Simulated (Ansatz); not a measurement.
**Tc of SrVO3 (Pm-3m) from its phonons**

What Tc do the phonons of SrVO3 (Pm-3m) give, and how does it depend on μ*? The cell shown first is a relaxed one, from steps not shown here.

Main program and level: Ansatz 0.2.0; DFT LDA, scalar-relativistic, plane waves, PAW; PAW set soft_1, in the first sound run; inputs show where later runs differ.

## Step 1: The cell after earlier relaxation steps

It takes space group Pm-3m (No. 221, cubic). The conventional cell has a = 3.774 Å, b = 3.774 Å, c = 3.774 Å, α = 90.00°, β = 90.00°, γ = 90.00°. Nearest to Sr lie 12 O at 2.67 Å. Nearest to V lie 6 O at 1.89 Å. O has 2 V at 1.89 Å and 4 Sr at 2.67 Å nearest. Farther neighbours and most contacts between anions are not listed.

## Step 2: Resistivity: LDA at its own relaxed cell

The run that gives the couplings also evaluates McMillan's and Allen and Dynes's formulas and, where asked, the Eliashberg equations, over a range of μ*.

Input file input.yaml:

```yaml
crystal:
  lattice:
    - [3.7738115904, 0.0, 0.0]
    - [0.0, 3.7738115904, 0.0]
    - [0.0, 0.0, 3.7738115904]
  atoms:
    - { symbol: Sr, position: [0.5, 0.5, 0.5] }
    - { symbol: V, position: [0.0, 0.0, 0.0] }
    - { symbol: O, position: [0.5, 0.0, 0.0] }
    - { symbol: O, position: [0.0, 0.5, 0.0] }
    - { symbol: O, position: [0.0, 0.0, 0.5] }
kpoints:
  mp_grid: { grid: [6, 6, 6] }
hamiltonian:
  xc: lda
  pseudopotentials: { kind: paw, azcp: { folder: soft_1 }, xc_functional: pbe }
scf:
  occupations: { method: methfessel_paxton, width: 0.2 }
output:
  eigenvalues: true
phonons:
  method: dfpt
  qmesh: [2, 2, 2]
  temperatures: { t_max: 1000, t_step: 50 }
  qpath:
    path:
      - [[0.0, 0.0, 0.0], [0.0, 0.5, 0.0], [0.5, 0.5, 0.0], [0.0, 0.0, 0.0], [0.5, 0.5, 0.5], [0.0, 0.5, 0.0]]
      - [[0.5, 0.5, 0.5], [0.5, 0.5, 0.0]]
    npoints: 10
  electrical_resistivity:
    mesh: [8, 8, 8]
    temperatures: [20.0, 50.0, 80.0, 100.0, 150.0, 200.0, 273.0, 300.0, 400.0, 500.0, 600.0, 800.0]
  superconductivity: { mesh: [8, 8, 8], eliashberg_equations: false }
```

Launch:

```sh
$ ansatz run input.yaml --threads 8 --pin off --max-ram 20480MiB --backend cpu --events-out ev --progress --plain --runs-dir out
```

Numbers of over 12 decimals in the logs are rounded to 6 here.

The log of the run:

```text
Engine: ansatz 0.2.0, x86_64-unknown-linux-gnu
Pseudopotentials: kind: paw
Pseudopotential: Sr, paw, valence charge 10, recommended cutoff 420 eV (normal), soft_1/Sr.paw.azcp
Pseudopotential: V, paw, valence charge 13, recommended cutoff 420 eV (normal), soft_1/V.paw.azcp
Pseudopotential: O, paw, valence charge 6, recommended cutoff 420 eV (normal), soft_1/O.paw.azcp
Functional definition: SPW92
  exchange = slater_x
  correlation = pw_c
Crystal: 5 atoms, lattice volume = 53.745 Å³
Basis set: ecut = 420 eV, 1021 PW (Γ), exchange–correlation on 54×54×54 points (8 copies of the dense FFT grid, shifted against one another)
Bands: 26, of which v1, the nominal top of the filled ones, is band 21 counted from 1 (20 counted from 0)
Symmetry: 48 space group operations
k-points: 20 of 216
Non-local potential: Sr, projectors of the file, l = 0: 3, l = 1: 2, l = 2: 2
Non-local potential: V, projectors of the file, l = 0: 3, l = 1: 2, l = 2: 3, l = 3: 1
Non-local potential: O, projectors of the file, l = 0: 2, l = 1: 2, l = 2: 1
PAW form: soft (Blöchl's): semilocal exchange-correlation on the pseudo side does not see the compensation charge
PAW frozen core: Sr, regenerated for the run's functional, and the local potential with it (the file was generated under x = pbe(κ = 0.804, μ = 0.219515), c = pbe(β = 0.066725))
PAW frozen core: V, regenerated for the run's functional, and the local potential with it (the file was generated under x = pbe(κ = 0.804, μ = 0.219515), c = pbe(β = 0.066725))
PAW frozen core: O, regenerated for the run's functional, and the local potential with it (the file was generated under x = pbe(κ = 0.804, μ = 0.219515), c = pbe(β = 0.066725))
PAW one-centre angular grid: Sr, 110 points (default); XC on 64 Gauss nodes
PAW one-centre angular grid: V, 590 points (default); XC on 64 Gauss nodes
PAW one-centre angular grid: O, 110 points (default); XC on 64 Gauss nodes
Initial density: superposition of atomic densities (chi_scale 0.1, normalization cell, long waves kept (reshape's long-wave potential 0.00 eV rms))
Initial wavefunctions: pseudopotential atomic-orbital guess
Functional: x = slater, c = lda
SCF iter   1: F=—  HF=-7977.993098 eV  |F-HF|=—  |Δ(HF+E_count)|=         —  Δρ=5.20e-2  dr2=1.22e0  ethr=3.10e-3  ⟨swp⟩=7.2  Hψ=2592  notcnv=0
preconditioner: auto → Kerker (q_TF=auto, 2.608 Å⁻¹)  [metal: Δε(μ)=0.092 eV  Ē_g=12.720 eV  σ=0.200 eV  W_gap=0.36  n_scr=18 (ndim 8)  ℏωp=28.2 eV  f_vac=0.000  D(μ)=1.94/eV (n_scr^D=18)]
SCF iter   2: F=—  HF=-7977.811213 eV  |F-HF|=—  |Δ(HF+E_count)|=   1.82e-1  S|Δr|=    0.00e0  Δρ=2.63e-2  dr2=4.25e-1  ethr=2.98e-3  ⟨swp⟩=2.1  Hψ=770  notcnv=0  defer=15
SCF iter   3: F=—  HF=-7977.714461 eV  |F-HF|=—  |Δ(HF+E_count)|=   9.68e-2  S|Δr|=    0.00e0  Δρ=8.14e-3  dr2=4.70e-2  ethr=1.04e-3  ⟨swp⟩=2.2  Hψ=832  notcnv=0  defer=15
SCF iter   4: F=—  HF=-7977.702081 eV  |F-HF|=—  |Δ(HF+E_count)|=   1.24e-2  S|Δr|=    0.00e0  Δρ=2.71e-3  dr2=3.36e-3  ethr=1.15e-4  ⟨swp⟩=2.0  Hψ=824  notcnv=0  defer=15
SCF iter   5: F=—  HF=-7977.701493 eV  |F-HF|=—  |Δ(HF+E_count)|=   5.88e-4  S|Δr|=    0.00e0  Δρ=4.96e-4  dr2=2.03e-4  ethr=8.21e-6  ⟨swp⟩=2.5  Hψ=825  notcnv=0  defer=15
SCF iter   6: F=—  HF=-7977.701447 eV  |F-HF|=—  |Δ(HF+E_count)|=   4.54e-5  S|Δr|=    0.00e0  Δρ=1.60e-4  dr2=1.43e-5  ethr=4.94e-7  ⟨swp⟩=2.1  Hψ=766  notcnv=0  defer=15
SCF iter   7: F=—  HF=-7977.701460 eV  |F-HF|=—  |Δ(HF+E_count)|=   1.25e-5  S|Δr|=    0.00e0  Δρ=4.28e-5  dr2=1.73e-6  ethr=3.49e-8  ⟨swp⟩=2.1  Hψ=895  notcnv=0  defer=15
SCF iter   8: F=—  HF=-7977.701454 eV  |F-HF|=—  |Δ(HF+E_count)|=   5.80e-6  S|Δr|=    0.00e0  Δρ=1.61e-5  dr2=1.60e-7  ethr=4.22e-9  ⟨swp⟩=2.1  Hψ=748  notcnv=0  defer=15
SCF iter   9: F=—  HF=-7977.701454 eV  |F-HF|=—  |Δ(HF+E_count)|=   3.76e-9  S|Δr|=    0.00e0  Δρ=3.15e-6  dr2=4.06e-9  ethr=3.91e-10  ⟨swp⟩=2.4  Hψ=771  notcnv=0  defer=15
SCF iter  10: F=—  HF=-7977.701454 eV  |F-HF|=—  |Δ(HF+E_count)|=  1.72e-10  S|Δr|=    0.00e0  Δρ=8.69e-7  dr2=2.76e-10  ethr=9.91e-12  ⟨swp⟩=2.0  Hψ=820  notcnv=0  defer=15
[...]
SCF 1 converged in 11 iterations: F = -7977.701454 eV  dr2 = 4.76e-12
  greatest PAW one-centre occupation: 1.000 electrons in one spin orbital (limit 2), on the V atom at site 1 (counted from 0), in its partial waves of l = 0
phonons: the bands overlap, so this run is a metal and interpolates without the dipole-dipole term. If the crystal is really an insulator or semiconductor, its LO-TO splitting is missing
NSCF: frozen V_eff on 20 k-points
WARN: eigensolver did not converge in 10 slots of this pass, the one above among them; of largest residual over every band (k=3): 1 band(s) unlocked (lowest unlocked band 25, counted from 0; max residual 1.60e-3 eV among the unlocked bands, 1.60e-3 eV over every band); of lowest unlocked band (k=2): band 25
NSCF: frozen V_eff on 64 k-points
DFPT response loops at q = (0, 0, 0) (fractional): preconditioner auto → Kerker (q_TF=auto, 2.608 Å⁻¹) (partly filled bands, converged f_vac=0.000); β = 1.00, the filter's whole step (`scf.mixing.beta` (0.50) is not read by the response loops under this deck's `scf.mixing.preconditioner`; to damp them name `kerker` or `kerker_dos`, under which they read `scf.mixing.beta`, and type it under 1.00, their step now; both keys bind the ground state too); Broyden in place of MSR1
NSCF: frozen V_eff on 128 k-points
DFPT response loops at q = (0, 0, -0.5) (fractional): mixed as the last ones told, above
NSCF: frozen V_eff on 128 k-points
DFPT response loops at q = (0, -0.5, -0.5) (fractional): mixed as the last ones told, above
NSCF: frozen V_eff on 128 k-points
DFPT response loops at q = (-0.5, -0.5, -0.5) (fractional): mixed as the last ones told, above
[...]
SCF iter   2: F=—  HF=-7977.811213 eV  |F-HF|=—  |Δ(HF+E_count)|=   1.82e-1  S|Δr|=    0.00e0  Δρ=2.63e-2  dr2=4.25e-1  ethr=2.98e-3  ⟨swp⟩=2.1  Hψ=770  notcnv=0  defer=15
SCF iter   3: F=—  HF=-7977.714461 eV  |F-HF|=—  |Δ(HF+E_count)|=   9.68e-2  S|Δr|=    0.00e0  Δρ=8.14e-3  dr2=4.70e-2  ethr=1.04e-3  ⟨swp⟩=2.2  Hψ=832  notcnv=0  defer=15
SCF iter   4: F=—  HF=-7977.702081 eV  |F-HF|=—  |Δ(HF+E_count)|=   1.24e-2  S|Δr|=    0.00e0  Δρ=2.71e-3  dr2=3.36e-3  ethr=1.15e-4  ⟨swp⟩=2.0  Hψ=824  notcnv=0  defer=15
SCF iter   5: F=—  HF=-7977.701493 eV  |F-HF|=—  |Δ(HF+E_count)|=   5.88e-4  S|Δr|=    0.00e0  Δρ=4.96e-4  dr2=2.03e-4  ethr=8.21e-6  ⟨swp⟩=2.5  Hψ=825  notcnv=0  defer=15
SCF iter   6: F=—  HF=-7977.701447 eV  |F-HF|=—  |Δ(HF+E_count)|=   4.54e-5  S|Δr|=    0.00e0  Δρ=1.60e-4  dr2=1.43e-5  ethr=4.94e-7  ⟨swp⟩=2.1  Hψ=766  notcnv=0  defer=15
[...]
400.00      2.3762e1              no      2.3762e1      2.3762e1      2.3762e1        2.4505e1          1.9457e1
    500.00      3.1570e1              no      3.1570e1      3.1570e1      3.1570e1        3.2349e1          2.5778e1
    600.00      3.9247e1              no      3.9247e1      3.9247e1      3.9247e1        4.0137e1          3.1978e1
    800.00      5.4415e1              no      5.4415e1      5.4415e1      5.4415e1        5.5665e1          4.4182e1
  mean free path at 20 K (of a tensor a third of its trace): 154631 nm by what each carries, 131276 by the Fermi surface alone
  Hall coefficient in a weak field at 20 K (a third of the trace): -2.701e-10 m³/C (as a tensor it moves by 15.9 % between the two finest meshes); by each state's relaxation time: -2.673e-10 m³/C; by a constant relaxation time: -2.403e-10 m³/C
  mean free path at 50 K (of a tensor a third of its trace): 955 nm by what each carries, 713 by the Fermi surface alone
  Hall coefficient in a weak field at 50 K (a third of the trace): -3.188e-10 m³/C (as a tensor it moves by 2.9 % between the two finest meshes); by each state's relaxation time: -2.727e-10 m³/C; by a constant relaxation time: -2.411e-10 m³/C
  mean free path at 80 K (of a tensor a third of its trace): 177 nm by what each carries, 146 by the Fermi surface alone
  Hall coefficient in a weak field at 80 K (a third of the trace): -2.726e-10 m³/C (as a tensor it moves by 9.9 % between the two finest meshes); by each state's relaxation time: -2.689e-10 m³/C; by a constant relaxation time: -2.423e-10 m³/C
  mean free path at 100 K (of a tensor a third of its trace): 93.2 nm by what each carries, 80.0 by the Fermi surface alone
  Hall coefficient in a weak field at 100 K (a third of the trace): -2.601e-10 m³/C (as a tensor it moves by 12.5 % between the two finest meshes); by each state's relaxation time: -2.691e-10 m³/C; by a constant relaxation time: -2.430e-10 m³/C
  mean free path at 150 K (of a tensor a third of its trace): 34.4 nm by what each carries, 30.8 by the Fermi surface alone
  Hall coefficient in a weak field at 150 K (a third of the trace): -2.521e-10 m³/C (as a tensor it moves by 13.7 % between the two finest meshes); by each state's relaxation time: -2.697e-10 m³/C; by a constant relaxation time: -2.442e-10 m³/C
  mean free path at 200 K (of a tensor a third of its trace): 18.7 nm by what each carries, 17.1 by the Fermi surface alone
  Hall coefficient in a weak field at 200 K (a third of the trace): -2.497e-10 m³/C (as a tensor it moves by 13.2 % between the two finest meshes); by each state's relaxation time: -2.682e-10 m³/C; by a constant relaxation time: -2.449e-10 m³/C
  mean free path at 273 K (of a tensor a third of its trace): 10.6 nm by what each carries, 9.95 by the Fermi surface alone
  Hall coefficient in a weak field at 273 K (a third of the trace): -2.470e-10 m³/C (as a tensor it moves by 12.5 % between the two finest meshes); by each state's relaxation time: -2.652e-10 m³/C; by a constant relaxation time: -2.453e-10 m³/C
  mean free path at 300 K (of a tensor a third of its trace): 9.08 nm by what each carries, 8.58 by the Fermi surface alone
  Hall coefficient in a weak field at 300 K (a third of the trace): -2.462e-10 m³/C (as a tensor it moves by 12.3 % between the two finest meshes); by each state's relaxation time: -2.643e-10 m³/C; by a constant relaxation time: -2.454e-10 m³/C
  mean free path at 400 K (of a tensor a third of its trace): 5.96 nm by what each carries, 5.70 by the Fermi surface alone
  Hall coefficient in a weak field at 400 K (a third of the trace): -2.451e-10 m³/C (as a tensor it moves by 12.0 % between the two finest meshes); by each state's relaxation time: -2.627e-10 m³/C; by a constant relaxation time: -2.459e-10 m³/C
  mean free path at 500 K (of a tensor a third of its trace): 4.47 nm by what each carries, 4.29 by the Fermi surface alone
  Hall coefficient in a weak field at 500 K (a third of the trace): -2.461e-10 m³/C (as a tensor it moves by 12.0 % between the two finest meshes); by each state's relaxation time: -2.634e-10 m³/C; by a constant relaxation time: -2.465e-10 m³/C
  mean free path at 600 K (of a tensor a third of its trace): 3.61 nm by what each carries, 3.45 by the Fermi surface alone
  Hall coefficient in a weak field at 600 K (a third of the trace): -2.482e-10 m³/C (as a tensor it moves by 12.2 % between the two finest meshes); by each state's relaxation time: -2.653e-10 m³/C; by a constant relaxation time: -2.472e-10 m³/C
  mean free path at 800 K (of a tensor a third of its trace): 2.62 nm by what each carries, 2.49 by the Fermi surface alone
  Hall coefficient in a weak field at 800 K (a third of the trace): -2.536e-10 m³/C (as a tensor it moves by 13.3 % between the two finest meshes); by each state's relaxation time: -2.706e-10 m³/C; by a constant relaxation time: -2.488e-10 m³/C
  the resistivity times a path that all electrons share, by the Fermi surface of the deck's mesh alone (a third of the trace): 1.354e-15 Ω·m²
  not converged in the mesh (λ; the resistivity at 20 K by 18.78 %; the resistivity at 200 K by 2.14 %; the resistivity at 273 K by 3.18 %; the resistivity at 300 K by 3.41 %; the resistivity at 400 K by 3.78 %; the resistivity at 500 K by 3.73 %; the resistivity at 600 K by 3.50 %; the resistivity at 800 K by 2.89 %): between neighbouring meshes, the two finest first, λ moves by 5.57 %, λ_tr by 0.40 % and the resistivity by up to 18.78 %; an estimate, no bound, puts it up to 3.2e-7 % above the Boltzmann equation's exact value after up to 6 iterations (at most 30 are made, fewer where the estimate is under 1.0e-6 % of each spin channel's own resistivity)
  vibrations of 8 cells: unjudged by the run; compare a larger repeat
  the changes of the potential over all sites missed a rigid shift's by 0.00 % (the site terms' by 0.00 %)
  at the force constants' own smearing the fine mesh and the k-points of their solves give squared frequencies that differ by 2.2 % of the larger at the most, at (0, 0, -0.5)
--- Superconductivity: potentials and phonons of a 2×2×2 supercell ---
  pairing by harmonic phonons, in the closed forms alone; spin fluctuations are left out, and so is spin–orbit coupling
           mesh         λ    ħω_log (meV)  μ* declared at (meV)
          8×8×8    0.2556          37.578               47.440
          4×4×4    0.2699          38.749               48.550
  λ by the species' shares of the modes' patterns: Sr 0.0495, V 0.0689, O 0.1372
  transition temperature on the deck's mesh (K), isotropic and anisotropic, restricted to the Fermi surface (FSR) and over the full bandwidth (FBW), and the last with the density of states resolved in a narrower window:
        μ*   McMillan   Allen–Dynes      iso. FSR      iso. FBW    aniso. FSR    aniso. FBW  narrow window
      0.08      0.120         0.121             -             -             -             -              -
      0.10      0.032         0.032             -             -             -             -              -
      0.12      0.005         0.005             -             -             -             -              -
      0.13      0.001         0.001             -             -             -             -              -
      0.14      0.000         0.000             -             -             -             -              -
      0.16      0.000         0.000             -             -             -             -              -
      0.20      0.000         0.000             -             -             -             -              -
  not judged without the Eliashberg equations: between neighbouring meshes, the two finest first, λ moves by 5.57 %
  vibrations of 8 cells: unjudged by the run; compare a larger repeat
  the changes of the potential over all sites missed a rigid shift's by 0.00 % (the site terms' by 0.00 %)
  at the force constants' own smearing the fine mesh and the k-points of their solves give squared frequencies that differ by 2.2 % of the larger at the most, at (0, 0, -0.5)
[key lines of the parts left out:]
SCF converged after 11 iterations
Free energy (F): -7977.701454 eV
Fermi energy:    12.976875 eV
```

The job ended after 90 s (8 threads of Intel Xeon at 2.70GHz, shared host; peak memory 2.3 GiB; 9 min of CPU time).

In the SCF lines HF is the Harris–Foulkes energy and dr2 the Hartree energy of the density residual, in eV; the loop may stop once dr2 is under the threshold and the program's other checks hold. Hψ counts applications of the Hamiltonian.

This step gave:

* volume per atom: 10.75 Å³/atom
* metallic on mesh: yes
* gap on the k-mesh: 0 eV
* zero point energy: 0.3283 eV/cell
* share of imaginary modes in the plain interpolation between solved wavevectors: 0
* highest frequency, solved or plainly interpolated: 792.0 cm⁻¹
* Debye temperature (second moment): 735 K
* resistivity at 300 K: 15.78 μΩ cm
* coupling constant λ: 0.2556
* density of states at the Fermi level: 0.7539 states/eV a spin and cell
* log mean phonon energy ħω_log: 37.58 meV
* transport coupling constant λ_tr: 0.3166, 0.3166, 0.3166 (xx, yy, zz)
* Drude plasma energy: 4.242, 4.242, 4.242 eV (xx, yy, zz)
* resistivity times mean free path: 13.54, 13.54, 13.54 × 10⁻¹⁶ Ω m² (xx, yy, zz)
* second-moment phonon energy ħω₂: 47.44 meV

An empty cell: under 1 mK by a formula, or no transition down to the floor of the Eliashberg search. Transition temperatures:

| μ* | McMillan Tc (K) | Allen–Dynes Tc (K) |
| --- | --- | --- |
| 0.08 | 0.12 | 0.121 |
| 0.1 | 0.0319 | 0.0321 |
| 0.12 | 0.00498 | 0.00502 |
| 0.13 | 0.00145 | 0.00146 |
| 0.14 | - | - |
| 0.16 | - | - |
| 0.2 | - | - |

(Part 1 of 2 ends here.)

[Logs are printed without paths, hosts, clocks, repeated set-up lines and the standing remarks that a program may print on its own settings, such as how far it seeks lower states.]

[Hosts, paths, dates, database ids (printed as entryN), source tags and the programs' standing remarks are cut or masked in the printed files.]
